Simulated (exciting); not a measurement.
# Se K-edge absorption of Zn2SeS, all-electron BSE, part 2 of 2

Aim: the Se K absorption edge of Zn2SeS with the electron–hole interaction treated explicitly, and what each term of the kernel does.

exciting sodium; X-ray absorption, core-level Bethe-Salpeter equation, exchange and statically screened direct term, Tamm-Dancoff, all-electron LAPW+lo LDA.

So far. Step 3 (A richer basis for the empty states): Against the first ground state the total energy moves by -10 meV an atom and the gap by 0.00 eV.

## 4. Screening, kernels and BSE for Se atom 1

The absorber has 3 Zn at 2.42 Å and 1 Zn at 2.45 Å (tetrahedral, site symmetry 3m).

input.xml reads:

```
<input>
  <title>Zn2SeS</title>
  <structure speciespath="." autormt="false" epslat="1.0e-5">
    <crystal>
      <basevect>3.6920517244 2.1316070569 12.0633561391</basevect>
      <basevect>-3.6920517244 2.1316070569 12.0633561391</basevect>
      <basevect>0.0000000000 -4.2632141139 12.0633561391</basevect>
    </crystal>
    <species speciesfile="Se.xml" rmt="2.219">
      <atom coord="0.6245269400 0.6245269400 0.6245269400"/>
    </species>
    <species speciesfile="Zn.xml" rmt="2.219">
      <atom coord="0.4963773900 0.4963773900 0.4963773900"/>
      <atom coord="0.0037438600 0.0037438600 0.0037438600"/>
    </species>
    <species speciesfile="S.xml" rmt="2.050">
      <atom coord="0.1253508100 0.1253508100 0.1253508100"/>
    </species>
  </structure>
  <groundstate do="skip" xctype="LDA_PW" ngridk="3 3 3" rgkmax="7" gmaxvr="14" nempty="8" swidth="0.001" maxscl="100" epsengy="1e-5"/>
  <xs xstype="BSE" ngridk="3 3 3" ngridq="3 3 3" vkloff="0.097 0.273 0.493" rgkmax="7" nempty="34" gqmax="3" lmaxapwwf="5" lmaxemat="2" broad="0.04300" tevout="true">
    <energywindow intv="457.978 459.595" points="439"/>
    <screening screentype="full" nempty="57"/>
    <BSE xas="true" xasspecies="1" xasatom="1" xasedge="K" bsetype="singlet" nstlxas="1 30"/>
    <qpointset>
      <qpoint>0 0 0</qpoint>
    </qpointset>
    <plan>
      <doonly task="xsgeneigvec"/>
      <doonly task="writepmatxs"/>
      <doonly task="scrgeneigvec"/>
      <doonly task="scrwritepmat"/>
      <doonly task="screen"/>
      <doonly task="scrcoulint"/>
      <doonly task="exccoulint"/>
    </plan>
  </xs>
</input>
```

input.xml for the last start (plan only) reads:

```
  <plan>
    <doonly task="bse"/>
  </plan>
```

On the command line:

```console
$ OMP_NUM_THREADS=1 mpirun -n 4 exciting
$ OMP_NUM_THREADS=4 exciting
```

Numbers of over 12 decimals in the logs are rounded to 6 here.

Output:

```text
| EXCITING SODIUM started for task xsgeneigvec ( 301)                          =
One-shot GS runs for BSE calculations
One-shot GS runs for k+qmt/2 grids
Info(xsgeneigvec): Generating eigenvectors for Q-point      1
Info(xsgeneigvec): Generation of eigenvectors finished
| EXCITING SODIUM started for task writepmatxs ( 320)                          =
Info(writepmatxs): Momentum matrix elements finished
| EXCITING SODIUM started for task scrgeneigvec ( 401)                         =
One-shot GS runs for BSE calculations
One-shot GS runs for k+qmt/2 grids
Info(xsgeneigvec): Generating eigenvectors for Q-point      1
Using screening GS parameters.
Info(xsgeneigvec): Generation of eigenvectors finished
| EXCITING SODIUM started for task scrwritepmat ( 420)                         =
Info(writepmatxs): Momentum matrix elements finished
Info(scrwritepmat): Momentum matrix elements for screening finished
| EXCITING SODIUM started for task screen ( 430)                               =
Info(screenlauncher): Calculating screening for unshifted q-grid.
Info(screenlauncher): Number of q points:      10
Info(screenlauncher): lowest (partially)  unoccupied state:     30
Info(screenlauncher): highest (partially) occupied state  :     29
Info(screenlauncher): number of occupied states considered:   29
Info(screenlauncher): number of unoccupied states considered:   58
Info(screenlauncher): Starting loop over q-points
Info(screenlauncher): Screening for unshifted q-grid finished
Info(screenlauncher): Screening finished
| EXCITING SODIUM started for task scrcoulint ( 440)                           =
Info(scrcoulintlauncher): Setting up screened Coulomb interaction matrix W.
Info(scrcoulintlauncher): Using momentum transfer vectors from list :   1 to  1
Info(scrcoulintlauncher): Calculating screened Coulomb interaction matrix W
Info(scrcoulintlauncher): Momentum transfer list index: iqmt=  1
Info(scrcoulintlauncher): Momentum transfer: vqmtl=   0.000   0.000   0.000
Info(scrcoulintlauncher): Calculating RR block of W
Info(scrcoulint): Inspecting occupations...
Info(setranges_modxs): Number of non-reduced k-points:       27
Info(setranges_modxs): Number of states considered:       64
Info(setranges_modxs): Number of (partially) occupied states:       18
Info(setranges_modxs): Highest (partially) occupied states:       29
Info(setranges_modxs): Number of (partially) unoccupied states:       35
Info(setranges_modxs): Lowest (partially) unoccupied states:       30
Info(scrcoulint): Selecting transitions...
Info(select_transitions): Inspecting transitions in the  band interval:
  lowest occupied state:   1
  highest occupied state:   2
  lowest unoccupied state:  30
  highest unoccupied state:  59
  Opening gap with a scissor of:      0.000/H      0.000/eV
Info(select_transitions): Number of participating transitions:    1620
Info(scrcoulint): Size of file SCCLI will be about     0.020278 GB
Info(scrcoulint): Using q-grid
Info(scrcoulint): Number of reduced q-points:     10
Info(scrcoulint): Number of non-reduced q-points:     27
Info(scrcoulint): Calculating W(G1,G2,qr) fourier coefficients
Info(scrcoulint): Calculating W matrix elements
Info(scrcoulintlauncher): Screened coulomb interaction finished for iqmt=   1
| EXCITING SODIUM started for task exccoulint ( 441)                           =
Info(exccoulintlauncher): Setting up exchange interaction matrix V.
Info(exccoulintlauncher): Using momentum transfer vectors from list :   1 to  1
Info(exccoulintlauncher):Calculating exchange interaction matrix V
Info(exccoulintlauncher): Momentum transfer list index: iqmt=  1
Info(exccoulintlauncher): Momentum transfer: vqmtl=   0.000   0.000   0.000
Info(exccoulintlauncher): Calculating RR block of V
Info(exccoulint): Inspecting occupations...
Info(setranges_modxs): Number of non-reduced k-points:       27
Info(setranges_modxs): Number of states considered:       64
Info(setranges_modxs): Number of (partially) occupied states:       18
Info(setranges_modxs): Highest (partially) occupied states:       29
Info(setranges_modxs): Number of (partially) unoccupied states:       35
Info(setranges_modxs): Lowest (partially) unoccupied states:       30
Info(exccoulint): Selecting transitions...
Info(select_transitions): Inspecting transitions in the  band interval:
  lowest occupied state:   1
  highest occupied state:   2
  lowest unoccupied state:  30
  highest unoccupied state:  59
  Opening gap with a scissor of:      0.000/H      0.000/eV
Info(select_transitions): Number of participating transitions:    1620
Info(exccoulint): Size of file EXCLI will be about     0.020278 GB
Info(exccoulint): Generating plane wave matrix elements for momentum transfer iqmt=   1
  Timing (in seconds)	   :     549.117
Info(exccoulint): Generating V matrix elements
Info(exccoulint): Zeroing Coulomb potential at G+qmt index:  1
Info(exccoulintlauncher): Exchange interaction finished for iqmt=   1
| EXCITING SODIUM started for task bse ( 445)                                  =
Info(bselauncher): Init time:    1.706694
Info(bselauncher): Setting up and diagonalizing BSE Hamiltonian.
Info(bselauncher): Using momentum transfer vectors from list :   1 to  1
Info(bselauncher): Distributing qmt-points over   1 processes.
Info(bselauncher): BSE type: singlet
Info(bselauncher): Momentum transfer list index: iqmt=  1
Info(bselauncher): Momentum transfer: vqmtl=   0.000   0.000   0.000
Info(bse): Inspecting occupations...
Info(setranges_modxs): Number of non-reduced k-points:       27
Info(setranges_modxs): Number of states considered:       64
Info(setranges_modxs): Number of (partially) occupied states:       18
Info(setranges_modxs): Highest (partially) occupied states:       29
Info(setranges_modxs): Number of (partially) unoccupied states:       35
Info(setranges_modxs): Lowest (partially) unoccupied states:       30
Info(select_transitions): Inspecting transitions in the  band interval:
  lowest occupied state:   1
  highest occupied state:   2
  lowest unoccupied state:  30
  highest unoccupied state:  59
  Opening gap with a scissor of:      0.000/H      0.000/eV
Info(select_transitions): Number of participating transitions:    1620
Info(bse): Selecting transitions...
Info(bse):bsegap (eV): 12475.168824
Info(bse): Assembling BSE matrix
  RR/RA blocks of global BSE-Hamiltonian:
  Size of the Hamiltonian:    1620
  Number of k-points:      27
  Distributing matrix to   1 processes
  Local matrix shape   1620 x  1620
Info(bse): max local RAM needed for BSE matrices ~     0.039107 GB
Info(setup_bse_block): Setting up RR part of hamiltonian
Info(setup_bse_block): Singlet spin state
Info(bse): Diagonalizing RR Hamiltonian (TDA)
Info(bse): Invoking Lapack routine ZHEEVR
      1620 eigen solutions found in the interval:
         i1=       1 i2=    1620
Info(bse): Writing excition energies and oscillator strengths to text file.
Info(makespectrum_dist): Making spectrum using formula for coupling with time reversed AR basis.
Info(makespectrum_dist): Using formalism for vanishing momentum transfer.
Info(writederived): Writing quantities derived from the macroscopic dielectric function.
Info(bselauncher): Spectrum finished for iqmt=  1
Info(bselauncher): All done for BSE type singlet
```

Elapsed: 70 min, on 4 MPI ranks of Intel Xeon at 2.50GHz (Skylake/Cascade Lake), shared host.

Wall time by task: xsgeneigvec 23 s, writepmatxs 26 s, scrgeneigvec 14 s, scrwritepmat 13 s, screen 37 min, scrcoulint 23 min, exccoulint 9.3 min, bse 10 s.

The Se K spectrum of Se atom 1 (energy from the Kohn–Sham onset, core level to the lowest empty state found on the meshes used, 12474.21 eV; the ground-state mesh sets it, and the shifted mesh has its lowest transition 0.96 eV above it; Im ε scaled to the maximum of the singlet run; cut below the end of the band set):

```tsv
E (eV)	isotropic	ε ⊥ c	ε ∥ c
-8.5	0.03	0.03	0.03
-8.0	0.03	0.03	0.03
-7.5	0.03	0.03	0.03
-7.0	0.03	0.03	0.03
-6.5	0.04	0.04	0.04
-6.0	0.04	0.04	0.04
-5.5	0.05	0.04	0.05
-5.0	0.05	0.05	0.05
-4.5	0.06	0.06	0.06
-4.0	0.07	0.07	0.07
-3.5	0.08	0.08	0.08
-3.0	0.09	0.09	0.09
-2.5	0.11	0.11	0.11
-2.0	0.13	0.13	0.14
-1.5	0.17	0.16	0.17
-1.0	0.22	0.21	0.22
-0.5	0.29	0.29	0.30
0.0	0.41	0.40	0.43
0.5	0.58	0.56	0.61
1.0	0.78	0.75	0.83
1.5	0.94	0.91	0.99
2.0	1.00	0.98	1.04
2.5	0.98	0.97	1.02
3.0	0.96	0.95	0.98
3.5	0.95	0.94	0.96
4.0	0.93	0.92	0.94
4.5	0.89	0.87	0.92
5.0	0.85	0.84	0.89
5.5	0.82	0.80	0.85
6.0	0.77	0.76	0.79
6.5	0.72	0.72	0.72
7.0	0.68	0.70	0.65
7.5	0.67	0.69	0.61
8.0	0.65	0.68	0.58
8.5	0.61	0.64	0.55
9.0	0.55	0.57	0.49
9.5	0.47	0.49	0.43
10.0	0.41	0.42	0.38
10.5	0.38	0.38	0.36
11.0	0.36	0.37	0.36
11.5	0.36	0.36	0.37
12.0	0.38	0.37	0.39
12.5	0.40	0.39	0.43
13.0	0.43	0.41	0.47
13.5	0.46	0.44	0.50
14.0	0.46	0.44	0.50
14.5	0.45	0.43	0.49
15.0	0.43	0.41	0.47
15.5	0.40	0.38	0.45
16.0	0.39	0.37	0.43
16.5	0.39	0.38	0.42
17.0	0.39	0.40	0.38
17.5	0.38	0.40	0.34
18.0	0.35	0.38	0.30
18.5	0.33	0.36	0.27
19.0	0.31	0.33	0.25
```

Maxima (height): 2.1 eV (1.00) and 13.9 eV (0.46).

The Hamiltonian has 1620 rows. The lowest groups of eigenvalues and the brightest ones, on the scale above (the program counts from the shifted mesh's onset, 0.96 eV higher). Core spinors bring spin-forbidden partners, so dark means forbidden by spin or by symmetry, and the shifted mesh splits states that symmetry would keep together:

```tsv
energy (eV)	states within 10 meV	relative strength
0.395	2	0.34
0.847	2	0.21
1.025	2	0.47
1.159	2	0.86
1.278	4	1.00
1.339	2	0.69
1.574	2	0.47
3.068	2	0.47
4.860	2	0.50
```

## 5. Independent particles

Edit input.xml of step 4 so:

```diff
@@ -23,3 +23,3 @@
     <screening screentype="full" nempty="57"/>
-    <BSE xas="true" xasspecies="1" xasatom="1" xasedge="K" bsetype="singlet" nstlxas="1 30"/>
+    <BSE xas="true" xasspecies="1" xasatom="1" xasedge="K" bsetype="IP" nstlxas="1 30"/>
     <qpointset>
@@ -28,9 +28,3 @@
     <plan>
-      <doonly task="xsgeneigvec"/>
-      <doonly task="writepmatxs"/>
-      <doonly task="scrgeneigvec"/>
-      <doonly task="scrwritepmat"/>
-      <doonly task="screen"/>
-      <doonly task="scrcoulint"/>
-      <doonly task="exccoulint"/>
+      <doonly task="bse"/>
     </plan>
```

On the command line:

```console
$ OMP_NUM_THREADS=4 exciting
```

Output:

```text
| EXCITING SODIUM started for task bse ( 445)                                  =
Info(bselauncher): Init time:    1.892846
Info(bselauncher): Setting up and diagonalizing BSE Hamiltonian.
Info(bselauncher): Using momentum transfer vectors from list :   1 to  1
Info(bselauncher): Distributing qmt-points over   1 processes.
Info(bselauncher): BSE type: IP
Info(bselauncher): Momentum transfer list index: iqmt=  1
Info(bselauncher): Momentum transfer: vqmtl=   0.000   0.000   0.000
Info(bse): Inspecting occupations...
Info(setranges_modxs): Number of non-reduced k-points:       27
[...]
highest unoccupied state:  59
  Opening gap with a scissor of:      0.000/H      0.000/eV
Info(select_transitions): Number of participating transitions:    1620
Info(bse): Selecting transitions...
Info(bse):bsegap (eV): 12475.168824
Info(bse): IP requested, nothing much to do
Info(bse): Writing excition energies and oscillator strengths to text file.
Info(makespectrum_dist): Making spectrum using formula for coupling with time reversed AR basis.
Info(makespectrum_dist): Using formalism for vanishing momentum transfer.
Info(writederived): Writing quantities derived from the macroscopic dielectric function.
Info(bselauncher): Spectrum finished for iqmt=  1
Info(bselauncher): All done for BSE type IP
```

Wall time 3 s (4 threads).

Maxima (height): 6.3 eV (0.78), 9.0 eV (0.75) and 15.4 eV (0.55). Against the singlet run the r.m.s. difference is 40 %. Moving the earlier curve by +2.4 eV leaves 20 %. The highest maximum lies at 6.3 eV (0.78), against 2.1 eV (1.00).

## 6. Exchange alone

Edit input.xml of step 5 so:

```diff
@@ -23,3 +23,3 @@
     <screening screentype="full" nempty="57"/>
-    <BSE xas="true" xasspecies="1" xasatom="1" xasedge="K" bsetype="IP" nstlxas="1 30"/>
+    <BSE xas="true" xasspecies="1" xasatom="1" xasedge="K" bsetype="RPA" nstlxas="1 30"/>
     <qpointset>
```

On the command line:

```console
$ OMP_NUM_THREADS=4 exciting
```

Output:

```text
| EXCITING SODIUM started for task bse ( 445)                                  =
Info(bselauncher): Init time:    1.568631
Info(bselauncher): Setting up and diagonalizing BSE Hamiltonian.
Info(bselauncher): Using momentum transfer vectors from list :   1 to  1
Info(bselauncher): Distributing qmt-points over   1 processes.
Info(bselauncher): BSE type: RPA
Info(bselauncher): Momentum transfer list index: iqmt=  1
Info(bselauncher): Momentum transfer: vqmtl=   0.000   0.000   0.000
Info(bse): Inspecting occupations...
Info(setranges_modxs): Number of non-reduced k-points:       27
[...]
Info(setup_bse_block): Setting up RR part of hamiltonian
Info(setup_bse_block): Using RPA approximation
Info(bse): Diagonalizing RR Hamiltonian (TDA)
Info(bse): Invoking Lapack routine ZHEEVR
      1620 eigen solutions found in the interval:
         i1=       1 i2=    1620
Info(bse): Writing excition energies and oscillator strengths to text file.
Info(makespectrum_dist): Making spectrum using formula for coupling with time reversed AR basis.
Info(makespectrum_dist): Using formalism for vanishing momentum transfer.
Info(writederived): Writing quantities derived from the macroscopic dielectric function.
Info(bselauncher): Spectrum finished for iqmt=  1
Info(bselauncher): All done for BSE type RPA
```

Wall time 12 s (4 threads).

Maxima (height): 6.3 eV (0.78), 9.0 eV (0.75) and 15.4 eV (0.55). The spectrum is that of the independent-particle run within 1 %.

## 7. From independent particles to the full kernel

```tsv
level	curve passes 0.15 (eV)	highest maximum (eV)	its height
IP	0.3	6.3	0.78
RPA	0.3	6.3	0.78
singlet	-1.7	2.1	1.00
```

```tsv
E (eV)	IP	RPA	singlet
-8.0	0.02	0.02	0.03
-7.0	0.02	0.02	0.03
-6.0	0.03	0.03	0.04
-5.0	0.03	0.03	0.05
-4.0	0.04	0.04	0.07
-3.0	0.05	0.05	0.09
-2.0	0.06	0.06	0.13
-1.0	0.08	0.08	0.22
0.0	0.13	0.13	0.41
1.0	0.23	0.23	0.78
2.0	0.40	0.40	1.00
3.0	0.58	0.58	0.96
4.0	0.68	0.68	0.93
5.0	0.74	0.74	0.85
6.0	0.78	0.78	0.77
7.0	0.77	0.77	0.68
8.0	0.73	0.73	0.65
9.0	0.75	0.75	0.55
10.0	0.65	0.65	0.41
11.0	0.50	0.50	0.36
12.0	0.45	0.45	0.38
13.0	0.45	0.45	0.43
14.0	0.51	0.51	0.46
15.0	0.55	0.55	0.43
16.0	0.54	0.54	0.39
17.0	0.53	0.53	0.39
18.0	0.51	0.51	0.35
19.0	0.48	0.48	0.31
```

## 8. Summary of results

```
absorber and edge   : Se K, atom 1
surroundings        : 3 Zn at 2.42 Å and 1 Zn at 2.45 Å (tetrahedral, site symmetry 3m)
first bright state  : 0.40 eV from the Kohn–Sham onset, on this mesh
highest maximum     : 2.1 eV
cost of the BSE run : 70 min on 4 MPI ranks of Intel Xeon at 2.50GHz (Skylake/Cascade Lake), shared host; the last task ran on as many threads
```

What this shows: Is a core exciton bound? Undecided on this mesh: the first bright state (over 5 % of the brightest) lies at 0.40 eV from the Kohn–Sham onset and at -0.56 eV from the lowest bare transition of its own mesh. Exchange alone changes the independent-particle spectrum by 0.0 % r.m.s. A mesh of 27 points doesn't converge binding energies, and fine structure above the first lines is partly noise of the mesh. The kernel cutoff is low for a compact core orbital, so the effect of exchange is a lower bound. The zero comes from the unshifted 3×3×3 ground-state mesh; it is exact only where the band minimum lies on that mesh. The Kohn–Sham onset, 12474 eV, is no photon energy (tabulated edge of the element: 12658 eV): the scale needs a rigid shift. No quasiparticle correction widens the gap or stretches the bands. Vibrations and energy-dependent lifetimes are left out. The structure is a Materials Project entry, computed there, and may be a hypothetical form.

[Banner, clock and machine lines of the logs are left out without a mark of their own.]

[Logs are printed without paths, hosts, clocks, repeated set-up lines and the standing remarks that a program may print on its own settings, such as how far it seeks lower states.]

[Hosts, paths, dates, database ids (printed as entryN), source tags and the programs' standing remarks are cut or masked in the printed files.]
